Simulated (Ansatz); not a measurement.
# Lattice dynamics of SiTe2 monolayer (1T)

How does SiTe2 monolayer (1T) vibrate, and is this structure a minimum?

Program: Ansatz 0.2.0. Level of theory: DFT LDA, scalar-relativistic, plane waves, PAW. Results are calculated unless marked as measured.

**1. The starting structure**

The cell holds 3 atoms: 1 Si and 2 Te. Its edges and angles: a = 3.680 Å, b = 3.680 Å, c = 20.000 Å, α = 90.0°, β = 90.0°, γ = 120.0°. Vacuum lies along c.

**2. Relaxation**

Harmonic phonons are second derivatives at a point where the forces vanish, and they are wanted at zero stress, so atoms and cell are relaxed first.

The program solves this slab on a cell height of its own, 30.4 Å, in place of the one typed.

Contents of input.yaml:

```yaml
crystal:
  lattice:
    - [3.68, 0.0, 0.0]
    - [-1.84, 3.18697, 0.0]
    - [0.0, 0.0, 20.0]
  atoms:
    - { symbol: Si, position: [0.0, 0.0, 0.5] }
    - { symbol: Te, position: [0.333333, 0.666667, 0.5828] }
    - { symbol: Te, position: [0.666667, 0.333333, 0.4172] }
  periodic: [true, true, false]
kpoints:
  mp_grid: { grid: [15, 15, 1] }
hamiltonian:
  xc: lda
scf:
  occupations: { method: gaussian, width: 0.1 }
output:
  forces: true
  stress: true
  eigenvalues: true
  write_density: true
  write_potential: true
  elf: true
  volumetric_format: npy
relax:
  adjacent_minimum: "off"
  f_tol: 0.005
  max_steps: 80
  cell: { stress_2d_tol: 0.02 }
```

Command:

```
ansatz run input.yaml --threads 8 --pin off --max-ram 14336MiB --backend cpu --events-out ev --progress --plain --runs-dir out
```

Numbers of over 12 decimals in the logs are rounded to 6 here.

The program printed:

```text
Warning: crystal.periodic: the lattice vector that does not repeat stood 0.000° off the slab's normal, 20.000 Å along it as the deck builds it. The run solves the slab on a vector along the normal, 30.424 Å long, with every atom where it was (on the deck's vector they left 16.69 Å outside them, and the widest stretch free of ions among them is 1.66 Å). A fractional position that the run reports is one of the run's ce [...]
Warning: the atoms were moved onto the symmetric positions of the space group found under crystal.symmetry.tolerance 1.0e-5 (fractional; no operation is sought that the atoms, as they stand in a round, miss by more than twice it, and no atom is moved by as much as it), and the run uses the moved positions. Before a round's move an operation carried an atom to 3.68e-6 Å from where it should land, the largest such dist [...]
crystal.periodic: the lattice vector that does not repeat stood 0.000° off the slab's normal, 20.000 Å along it as the deck builds it. The run solves the slab on a vector along the normal, 30.424 Å long, with every atom where it was (on the deck's vector they left 16.69 Å outside them, and the widest stretch free of ions among them is 1.66 Å). A fractional position that the run reports is one of the run's cell, which [...]
Engine: ansatz 0.2.0, aarch64-unknown-linux-gnu
Pseudopotentials: kind: paw
Pseudopotential: Si, paw, valence charge 4, recommended cutoff 420 eV (normal), Si.paw.azcp
Pseudopotential: Te, paw, valence charge 16, recommended cutoff 420 eV (normal), Te.paw.azcp
Functional definition: SPW92
  exchange = slater_x
  correlation = pw_c
Crystal: 3 atoms, lattice volume = 356.814 Å³
Basis set: ecut = 420 eV, 6989 PW (Γ)
Bands: 22, of which v1, the nominal top of the filled ones, is band 18 counted from 1 (17 counted from 0)
Symmetry: 12 space group operations
Space group: P-3m1 (ITA 164), of the structure as read, at distance tolerance 7.1e-5 Å
k-points: 27 of 225
Non-local potential: Si, projectors of the file, l = 0: 2, l = 1: 2, l = 2: 2
Non-local potential: Te, projectors of the file, l = 0: 2, l = 1: 2, l = 2: 2, l = 3: 2
PAW form: soft (Blöchl's): semilocal exchange-correlation on the pseudo side does not see the compensation charge
PAW frozen core: Si, regenerated for the run's functional, and the local potential with it (the file was generated under x = pbe(κ = 0.804, μ = 0.219515), c = pbe(β = 0.066725))
PAW frozen core: Te, regenerated for the run's functional, and the local potential with it (the file was generated under x = pbe(κ = 0.804, μ = 0.219515), c = pbe(β = 0.066725))
PAW one-centre angular grid: Si, 110 points (default); XC on 64 Gauss nodes
PAW one-centre angular grid: Te, 590 points (default); XC on 64 Gauss nodes
Initial density: superposition of atomic densities (neutral atoms: chi_scale 0, normalization atom), corrected by the library's trained network
Initial wavefunctions: pseudopotential atomic-orbital guess
Functional: x = slater, c = lda
SCF iter   1: F=—  HF=-14262.802608 eV  |F-HF|=—  |Δ(HF+E_count)|=         —  Δρ=2.20e-3  dr2=8.53e-3  ethr=1.77e-3  ⟨swp⟩=14.5  Hψ=4991  notcnv=0
preconditioner: auto → LDOS  [metal: Δε(μ)=0.054 eV  Ē_g=8.547 eV  σ=0.100 eV  W_gap=0.29  n_scr=18 (ndim 8)  ℏωp=7.9 eV  f_vac=0.749  D(μ)=1.54/eV (n_scr^D=8)  β→1.0]
SCF iter   2: F=—  HF=-14262.801009 eV  |F-HF|=—  |Δ(HF+E_count)|=   1.60e-3  Δρ=5.45e-4  dr2=1.07e-3  ethr=2.37e-5  ⟨swp⟩=3.3  Hψ=1651  notcnv=0
SCF iter   3: F=—  HF=-14262.800399 eV  |F-HF|=—  |Δ(HF+E_count)|=   6.10e-4  Δρ=1.54e-4  dr2=1.14e-4  ethr=2.98e-6  ⟨swp⟩=3.0  Hψ=1296  notcnv=0
SCF iter   4: F=—  HF=-14262.800358 eV  |F-HF|=—  |Δ(HF+E_count)|=   4.07e-5  Δρ=3.31e-5  dr2=8.75e-6  ethr=3.16e-7  ⟨swp⟩=3.0  Hψ=1296  notcnv=0
SCF iter   5: F=—  HF=-14262.800397 eV  |F-HF|=—  |Δ(HF+E_count)|=   3.84e-5  Δρ=8.74e-6  dr2=3.39e-7  ethr=2.43e-8  ⟨swp⟩=3.7  Hψ=1454  notcnv=0
SCF iter   6: F=-14262.800397 eV  HF=-14262.800397 eV  |F-HF|=4.21e-8  |Δ(HF+E_count)|=   3.37e-7  Δρ=2.01e-6  dr2=1.64e-8  ethr=2.78e-10  ⟨swp⟩=19.4  Hψ=6343  notcnv=0
SCF 1 converged in 6 iterations: F = -14262.800397 eV  dr2 = 1.64e-8
  greatest PAW one-centre occupation: 0.999 electrons in one spin orbital (limit 2), on the Te atom at site 2 (counted from 0), in its partial waves of l = 2
relax step   1: F+E_penalty+E_count = -14262.80039701 eV  Δ(F+E_penalty+E_count) = +0.000e0 eV  max|allowed force component| = 3.775e-1 eV/Å  Δτ_max = 0.0000 Å  P = +0.562 N/m  Ω = 356.814 Å³  fix = [c, alpha, beta]  reactions: c +0.000 N/m  (6 SCF iters, dr2 threshold 1.00e-7 eV, accepted)
Crystal: 3 atoms, lattice volume = 371.542 Å³
Basis set: ecut = 420 eV, 7313 PW (Γ)
Initial density: handed on by an earlier stage of this run
Initial wavefunctions: those handed on with the density
iter 1 solved again at ethr=1.03e-4 eV; its pass at ethr=3.10e-3 eV (dr2=3.72e-2 eV) is discarded
SCF iter   1: F=—  HF=-14262.716466 eV  |F-HF|=—  |Δ(HF+E_count)|=         —  Δρ=2.93e-3  dr2=3.91e-2  ethr=1.03e-4  ⟨swp⟩=2.9  Hψ=4913  notcnv=0
preconditioner: auto → LDOS  [metal: Δε(μ)=0.076 eV  Ē_g=8.758 eV  σ=0.100 eV  W_gap=0.39  n_scr=16 (ndim 8)  ℏωp=7.7 eV  f_vac=0.759  D(μ)=1.47/eV (n_scr^D=8)  β→1.0]
SCF iter   2: F=—  HF=-14262.707772 eV  |F-HF|=—  |Δ(HF+E_count)|=   8.69e-3  Δρ=1.61e-3  dr2=1.95e-2  ethr=1.03e-4  ⟨swp⟩=3.0  Hψ=1406  notcnv=0
SCF iter   3: F=—  HF=-14262.703268 eV  |F-HF|=—  |Δ(HF+E_count)|=   4.50e-3  Δρ=5.76e-4  dr2=2.20e-3  ethr=5.43e-5  ⟨swp⟩=3.0  Hψ=1355  notcnv=0
SCF iter   4: F=—  HF=-14262.702649 eV  |F-HF|=—  |Δ(HF+E_count)|=   6.19e-4  Δρ=8.18e-5  dr2=3.67e-5  ethr=6.10e-6  ⟨swp⟩=3.5  Hψ=1422  notcnv=0
SCF iter   5: F=—  HF=-14262.702688 eV  |F-HF|=—  |Δ(HF+E_count)|=   3.89e-5  Δρ=2.21e-5  dr2=2.63e-6  ethr=1.02e-7  ⟨swp⟩=3.6  Hψ=1351  notcnv=0
SCF iter   6: F=-14262.702689 eV  HF=-14262.702689 eV  |F-HF|=1.32e-7  |Δ(HF+E_count)|=   1.19e-6  Δρ=6.70e-6  dr2=1.97e-7  ethr=8.33e-10  ⟨swp⟩=22.0  Hψ=6844  notcnv=0
the search or the solves at the SCF's close seem to have found levels that the self-consistency loop had missed (the run counts 1). By its estimate they hold under 1e-12 electrons; where the run keeps them, the occupations were computed again with them
SCF 2 converged in 6 iterations: F = -14262.702689 eV  dr2 = 1.97e-7
relax step   2: F+E_penalty+E_count = -14262.70268874 eV  Δ(F+E_penalty+E_count) = +9.771e-2 eV  max|allowed force component| = 1.120e0 eV/Å  Δτ_max = 0.1568 Å  P = +0.502 N/m  Ω = 371.542 Å³  energy of the carried Pulay correction = -8.216e-4 eV  fix = [c, alpha, beta]  (6 SCF iters, dr2 threshold 3.00e-7 eV, rejected (line search))
Crystal: 3 atoms, lattice volume = 362.843 Å³
Basis set: ecut = 420 eV, 7109 PW (Γ)
iter 1 solved again at ethr=5.75e-5 eV; its pass at ethr=3.10e-3 eV (dr2=2.07e-2 eV) is discarded
SCF iter   1: F=—  HF=-14262.829140 eV  |F-HF|=—  |Δ(HF+E_count)|=         —  Δρ=2.27e-3  dr2=2.24e-2  ethr=5.75e-5  ⟨swp⟩=2.4  Hψ=4817  notcnv=0
preconditioner: auto → LDOS  [metal: Δε(μ)=0.030 eV  Ē_g=8.609 eV  σ=0.100 eV  W_gap=0.16  n_scr=16 (ndim 8)  ℏωp=7.8 eV  f_vac=0.749  D(μ)=1.61/eV (n_scr^D=8)  β→1.0]
SCF iter   2: F=—  HF=-14262.824650 eV  |F-HF|=—  |Δ(HF+E_count)|=   4.49e-3  Δρ=1.39e-3  dr2=1.18e-2  ethr=5.75e-5  ⟨swp⟩=3.0  Hψ=1351  notcnv=0
SCF iter   3: F=—  HF=-14262.821775 eV  |F-HF|=—  |Δ(HF+E_count)|=   2.88e-3  Δρ=4.10e-4  dr2=1.16e-3  ethr=3.28e-5  ⟨swp⟩=3.0  Hψ=1327  notcnv=0
SCF iter   4: F=—  HF=-14262.821472 eV  |F-HF|=—  |Δ(HF+E_count)|=   3.03e-4  Δρ=6.03e-5  dr2=1.60e-5  ethr=3.21e-6  ⟨swp⟩=3.7  Hψ=1436  notcnv=0
SCF iter   5: F=—  HF=-14262.821473 eV  |F-HF|=—  |Δ(HF+E_count)|=   9.38e-7  Δρ=1.31e-5  dr2=7.23e-7  ethr=4.44e-8  ⟨swp⟩=3.6  Hψ=1332  notcnv=0
SCF iter   6: F=—  HF=-14262.821512 eV  |F-HF|=—  |Δ(HF+E_count)|=   3.87e-5  Δρ=3.43e-6  dr2=5.00e-8  ethr=2.01e-9  ⟨swp⟩=3.7  Hψ=1368  notcnv=0
SCF iter   7: F=—  HF=-14262.821512 eV  |F-HF|=—  |Δ(HF+E_count)|=   1.43e-8  Δρ=7.13e-7  dr2=1.03e-9  ethr=1.39e-10  ⟨swp⟩=3.4  Hψ=1272  notcnv=0
SCF iter   8: F=—  HF=-14262.821512 eV  |F-HF|=—  |Δ(HF+E_count)|=   5.57e-9  Δρ=1.39e-7  dr2=8.89e-11  ethr=2.86e-12  ⟨swp⟩=3.1  Hψ=1283  notcnv=0
SCF iter   9: F=-14262.821512 eV  HF=-14262.821512 eV  |F-HF|=7.28e-12  |Δ(HF+E_count)|=  1.91e-10  Δρ=1.94e-8  dr2=1.15e-12  ethr=1.00e-12  ⟨swp⟩=11.3  Hψ=4872  notcnv=0
SCF 3 converged in 9 iterations: F = -14262.821512 eV  dr2 = 1.15e-12
relax step   3: F+E_penalty+E_count = -14262.82151175 eV  Δ(F+E_penalty+E_count) = -2.111e-2 eV  max|allowed force component| = 2.854e-3 eV/Å  Δτ_max = 0.0449 Å  P = +0.119 N/m  Ω = 362.843 Å³  energy of the carried Pulay correction = -3.404e-4 eV  fix = [c, alpha, beta]  reactions: c +0.000 N/m  (9 SCF iters, accepted)
[...]
relax step   4: F+E_penalty+E_count = -14262.82157375 eV  Δ(F+E_penalty+E_count) = -6.200e-5 eV  max|allowed force component| = 6.338e-3 eV/Å  Δτ_max = 0.0016 Å  P = +0.047 N/m  Ω = 363.432 Å³  energy of the carried Pulay correction = -3.733e-4 eV  fix = [c, alpha, beta]  reactions: c +0.000 N/m  (4 SCF iters, dr2 threshold 2.01e-8 eV, accepted)
[...]
relax step   5: F+E_penalty+E_count = -14262.82157427 eV  Δ(F+E_penalty+E_count) = -5.153e-7 eV  max|allowed force component| = 4.432e-5 eV/Å  Δτ_max = 0.0003 Å  P = +0.003 N/m  Ω = 363.696 Å³  energy of the carried Pulay correction = -3.880e-4 eV  fix = [c, alpha, beta]  reactions: c +0.000 N/m  (4 SCF iters, dr2 threshold 3.15e-9 eV, accepted)
Initial wavefunctions: pseudopotential atomic-orbital guess (no wavefunctions were taken with the density)
iter 1 solved again at ethr=1.16e-6 eV; its pass at ethr=3.10e-3 eV (dr2=4.17e-4 eV) is discarded
SCF iter   1: F=—  HF=-14262.820789 eV  |F-HF|=—  |Δ(HF+E_count)|=         —  Δρ=8.05e-5  dr2=5.88e-7  ethr=1.16e-6  ⟨swp⟩=5.0  Hψ=6931  notcnv=0
eigensolver tolerance schedule: the retry pair's looser diagonalisation over-reported the residual by 707.68 of it (diagonalisation noise at 0.36 of the residual, at the tolerance the schedule requests for it); recorded, not acted on — ethr = c·dr2/N_el stays at c = 1.0e-1
SCF iter   2: F=—  HF=-14262.821974 eV  |F-HF|=—  |Δ(HF+E_count)|=   1.19e-3  Δρ=3.23e-6  dr2=8.69e-8  ethr=1.63e-9  ⟨swp⟩=4.7  Hψ=1635  notcnv=0
SCF iter   3: F=—  HF=-14262.821970 eV  |F-HF|=—  |Δ(HF+E_count)|=   3.33e-6  Δρ=1.57e-6  dr2=1.18e-8  ethr=2.41e-10  ⟨swp⟩=2.9  Hψ=1219  notcnv=0
SCF iter   4: F=—  HF=-14262.821974 eV  |F-HF|=—  |Δ(HF+E_count)|=   3.18e-6  Δρ=4.57e-7  dr2=1.07e-9  ethr=3.27e-11  ⟨swp⟩=3.0  Hψ=1315  notcnv=0
SCF iter   5: F=—  HF=-14262.821974 eV  |F-HF|=—  |Δ(HF+E_count)|=   1.11e-7  Δρ=1.86e-7  dr2=1.52e-10  ethr=2.98e-12  ⟨swp⟩=3.3  Hψ=1334  notcnv=0
SCF iter   6: F=—  HF=-14262.821974 eV  |F-HF|=—  |Δ(HF+E_count)|=   2.65e-8  Δρ=5.33e-8  dr2=8.84e-12  ethr=1.00e-12  ⟨swp⟩=2.9  Hψ=1256  notcnv=0
SCF iter   7: F=-14262.821974 eV  HF=-14262.821974 eV  |F-HF|=2.29e-10  |Δ(HF+E_count)|=   3.60e-9  Δρ=1.49e-8  dr2=1.40e-12  ethr=1.00e-12  ⟨swp⟩=12.6  Hψ=4034  notcnv=0
SCF 6 converged in 7 iterations: F = -14262.821974 eV  dr2 = 1.40e-12
relax step   6: F+E_penalty+E_count = -14262.82197364 eV  Δ(F+E_penalty+E_count) = -3.994e-4 eV  max|allowed force component| = 4.036e-6 eV/Å  Δτ_max = 0.0000 Å  P = +0.004 N/m  Ω = 363.696 Å³  fix = [c, alpha, beta]  reactions: c +0.000 N/m  stress off target by 4.09e-3 N/m on what of the cell is left free  SCF on the basis re-selected at this cell (its energy is not comparable with the rows above)  (7 SCF iters)
basis re-selected at this cell: Δ(F+E_penalty+E_count) = -3.994e-4 eV, ΔP = +0.002 N/m vs the last step (what re-selecting the basis moved, of the pressure what is left beyond the Pulay correction that the steps carried, after the strain that the cell walked since its last selection, with what the two solves' SCF thresholds leave and, on support functions, any second-order correction that the steps lacked; it is no m [...]
WARN: The output density's exchange-correlation potential varies sharply where the density is thin. Do not read a vacuum level from v_tot or v_xc, or from such a field of the output density. On a cell that repeats whose density bears no net charge and no dipole along the vacuum's axis use v_es (v_loc + v_h of the components); under efield.dipole_correction with no amplitude use v_es + v_field, which holds any externa [...]
SCF converged after 7 iterations
Free energy (F): -14262.821974 eV
Harris-Foulkes:  -14262.821974 eV  (|F-HF|=2.29e-10)
Internal energy: -14262.814065 eV  (E = F + TS)
E sigma→0 (E₀):  -14262.818019 eV
Entropy (-TS):   -0.007909 eV (-2.636 meV/atom)
Fermi energy:    -5.030241 eV
--- Per-component energies (eV) ---
  E_band       = -997.713541
  E_kinetic    = 406.404557
  E_local      = -59021.875560  (includes V_loc(G=0)·N_el)
  E_nonlocal   = -583.520034
  E_hartree    = 29613.723240
  E_xc         = -303.409642
  E_vxc        = -258.066489  (∫ρ·V_xc dr)
  E_paw        = -9506.068094  (= ΣΔE_a)
  E_vpaw       = -768.101959  (= ΣTr[D̂ρ^β])
  E_aug_tail   = -0.000400  (compensation charges beyond the density's cutoff)
  E_ewald      = 25130.490215
  E_core_change = 1.441653  (= ΣΔE_core)
  E_smearing   = -0.007909  (= −TS)
  E_closure    = -0.000000  (closes the sum)
  Σ components = -14262.821974   (vs F -14262.821974, Δ=0.00e0)
--- Forces (eV/Å), atoms counted from 1 ---
  atom   1  Si    -0.00000000     0.00000000     0.00000000
  atom   2  Te    -0.00000000    -0.00000000     0.00000404
  atom   3  Te    -0.00000000     0.00000000    -0.00000404
  max |Σ_I F_I| component: 2.60e-18 eV/Å
--- 2D stress c σ (N/m, compression-positive) ---
        0.004088       0.000000      -0.000000
        0.000000       0.004088       0.000000
       -0.000000       0.000000       0.000000
  P = ½ c Tr σ = 0.0041 N/m
--- Band table (eV; the first three rows and the last of 27) ---
  k-point 0: bands = [... 14 lower, -5.5148, -5.5148, -4.9236, -4.9236, -3.4984, -1.7743, -1.6171, -1.6171]
  k-point 1: bands = [... 14 lower, -6.2212, -5.7969, -5.2468, -4.7815, -3.0755, -1.8606 (-1.8606°), -1.5468, -1.3423]
  k-point 2: bands = [... 14 lower, -6.9569, -6.2758, -6.0486, -4.7123, -2.9518, -1.9212, -1.3123, -0.7396]
  k-point 26: bands = [... 14 lower, -9.6913, -9.5341, -6.5326, -6.5326, -4.4324, -0.9584, -0.9584, -0.4122]
  ° read free of the cell's end (the report's vacuum.weakly_bound_levels)
--- Relaxed structure (5 steps of the walk, 4 accepted, 1 SCFs on fresh bases) ---
  F+E_penalty+E_count = -14262.82197364 eV   max|allowed force component| = 4.036e-6 eV/Å   (the final SCF, on the basis selected at the relaxed cell)
  cell:  # Å, volume = 363.6955 Å³
    - [3.715314, 0, 0]
    - [-1.857657, 3.217556, 0]
    - [0, 0, 30.424]
  atoms:
    - { symbol: Si, position: [0, 0, 0.328688] }
    - { symbol: Te, position: [0.333333, 0.666667, 0.381598] }
    - { symbol: Te, position: [0.666667, 0.333333, 0.275778] }
```

Wall time 14 s (8 threads of Arm Neoverse V1, shared host); peak memory 0.95 GiB; 1.7 min of CPU time.

The steps of the relaxation:

| step | energy less that of the first step (eV) | largest force component (eV/Å) | volume (Å³) |
| --- | --- | --- | --- |
| 1 | 0.0000 | 0.3775 | 356.81 |
| 2 | 0.0977 | 1.1198 | 371.54 |
| 3 | -0.0211 | 0.0029 | 362.84 |
| 4 | -0.0212 | 0.0063 | 363.43 |
| 5 | -0.0212 | 0.0000 | 363.70 |
| 6* | -0.0216 | 0.0000 | 363.70 |

Relaxation steps marked * repeat the geometry before them on a plane-wave basis chosen anew for their cell, so energy and pressure can jump there. Relaxation step 2 was tried and not accepted.

The run keeps the 12 symmetry operations that it works with, so distortions that break them were not tested.

| cell as run | before | after | change |
| --- | --- | --- | --- |
| a (Å) | 3.680 | 3.715 | +1.0 % |
| b (Å) | 3.680 | 3.715 | +1.0 % |

The atoms that moved most (Å, along periodic axes as changes of fractional coordinates times the final cell, across vacuum about the mean position):

| atom | dx | dy | dz | length |
| --- | --- | --- | --- | --- |
| Te3 | 0.000 | 0.000 | 0.046 | 0.046 |
| Te2 | 0.000 | 0.000 | -0.046 | 0.046 |

The relaxed structure:

```xyz
3
Lattice="3.7153 0.0000 0.0000 -1.8577 3.2176 0.0000 0.0000 0.0000 30.4240" Properties=species:S:1:pos:R:3
Si    0.0000    0.0000   10.0000
Te    0.0000    2.1450   11.6097
Te    1.8577    1.0725    8.3903
```

This step gave:

```yaml
gap_on_the_k_mesh: 0 eV
area_per_atom: 3.985 Å²
```

Valence density in the ac plane at fractional y = 0.000, with atoms of Si within 0.2 Å of it. It is the smooth field of the valence electrons, not physical close to the nuclei.

Values in e/Å³, 24 rows by 14 columns, each cell a mean:
```
0.00 0.00 0.00 0.00 0.00 0.00 0.00 0.00 0.00 0.00 0.00 0.00 0.00 0.00
0.00 0.00 0.00 0.00 0.00 0.00 0.00 0.00 0.00 0.00 0.00 0.00 0.00 0.00
0.00 0.00 0.00 0.00 0.00 0.00 0.00 0.00 0.00 0.00 0.00 0.00 0.00 0.00
0.00 0.00 0.00 0.00 0.00 0.00 0.00 0.00 0.00 0.00 0.00 0.00 0.00 0.00
0.00 0.00 0.00 0.00 0.00 0.00 0.00 0.00 0.00 0.00 0.00 0.00 0.00 0.00
0.00 0.00 0.00 0.00 0.00 0.00 0.00 0.00 0.00 0.00 0.00 0.00 0.00 0.00
0.00 0.00 0.00 0.00 0.00 0.00 0.00 0.00 0.00 0.00 0.00 0.00 0.00 0.00
0.00 0.00 0.00 0.00 0.00 0.00 0.00 0.00 0.00 0.00 0.00 0.00 0.00 0.00
0.00 0.00 0.00 0.00 0.00 0.00 0.00 0.00 0.00 0.00 0.00 0.00 0.00 0.00
0.00 0.00 0.00 0.00 0.00 0.00 0.00 0.00 0.00 0.00 0.00 0.00 0.00 0.00
0.00 0.00 0.00 0.00 0.00 0.00 0.00 0.00 0.00 0.00 0.00 0.00 0.00 0.00
0.00 0.00 0.00 0.00 0.00 0.00 0.00 0.00 0.00 0.00 0.00 0.00 0.00 0.00
0.00 0.00 0.00 0.00 0.00 0.00 0.00 0.00 0.00 0.00 0.00 0.00 0.00 0.00
0.01 0.01 0.02 0.02 0.03 0.04 0.05 0.05 0.05 0.04 0.03 0.02 0.01 0.01
0.07 0.08 0.10 0.15 0.20 0.27 0.34 0.35 0.32 0.25 0.19 0.13 0.10 0.08
0.23 0.27 0.32 0.32 0.28 0.25 0.24 0.23 0.24 0.25 0.29 0.32 0.31 0.26
0.22 0.27 0.33 0.32 0.28 0.24 0.22 0.21 0.22 0.25 0.29 0.33 0.31 0.25
0.08 0.09 0.11 0.16 0.21 0.29 0.35 0.37 0.34 0.27 0.20 0.14 0.11 0.09
0.01 0.01 0.02 0.03 0.04 0.05 0.06 0.06 0.06 0.05 0.03 0.02 0.02 0.01
0.00 0.00 0.00 0.00 0.00 0.00 0.00 0.00 0.00 0.00 0.00 0.00 0.00 0.00
0.00 0.00 0.00 0.00 0.00 0.00 0.00 0.00 0.00 0.00 0.00 0.00 0.00 0.00
0.00 0.00 0.00 0.00 0.00 0.00 0.00 0.00 0.00 0.00 0.00 0.00 0.00 0.00
0.00 0.00 0.00 0.00 0.00 0.00 0.00 0.00 0.00 0.00 0.00 0.00 0.00 0.00
0.00 0.00 0.00 0.00 0.00 0.00 0.00 0.00 0.00 0.00 0.00 0.00 0.00 0.00
```
Columns run along a (3.7 Å), rows up along c (30.4 Å). Atoms in or near the plane, at fractional coordinates: Si at (0.00, 0.33).

ELF in the ac plane at fractional y = 0.000, with atoms of Si within 0.2 Å of it. It is the smooth field of the valence electrons, not physical close to the nuclei.

Ten even steps from '_' (0.00) to '@' (0.64), each cell a mean:
```
____________________________
____________________________
____________________________
____________________________
____________________________
____________________________
____________________________
____________________________
____________________________
____________________________
____________________________
____________________________
____________________________
______::--++**##**++--..____
....--**%%@@@@@@@@@@%%++::..
**##%%@@@@##**++**##@@@@%%**
**##%%@@@@##++++**##@@@@%%**
..::--**%%@@@@@@@@@@%%++--..
______::==**######++--..____
____________________________
____________________________
____________________________
____________________________
____________________________
```
Columns run along a (3.7 Å), rows up along c (30.4 Å). Atoms in or near the plane, at fractional coordinates: Si at (0.00, 0.33).

Electrostatic potential energy in the ac plane at fractional y = 0.000, with atoms of Si within 0.2 Å of it. With pseudopotentials it is smooth inside the atoms' cores, unlike the true potential.

Ten even steps from '0' (-13 eV) to '9' (0 eV), each cell a mean:
```
99999999999999
99999999999999
99999999999999
99999999999999
99999999999999
99999999999999
99999999999999
99999999999999
99999999999999
99999999999999
99999999999999
99999999999999
99999999999999
99999999999999
88876411246788
00124555554110
00024555553100
88775311246788
99999988899999
99999999999999
99999999999999
99999999999999
99999999999999
99999999999999
```
Columns run along a (3.7 Å; values clipped at the 3rd and 97th percentile), rows up along c (30.4 Å). Atoms in or near the plane, at fractional coordinates: Si at (0.00, 0.33).

(Part 1 of 3 ends here.)

[Logs are printed without paths, hosts, clocks, repeated set-up lines and the standing remarks that a program may print on its own settings, such as how far it seeks lower states.]

[Hosts, paths, dates, database ids (printed as entryN), source tags and the programs' standing remarks are cut or masked in the printed files.]
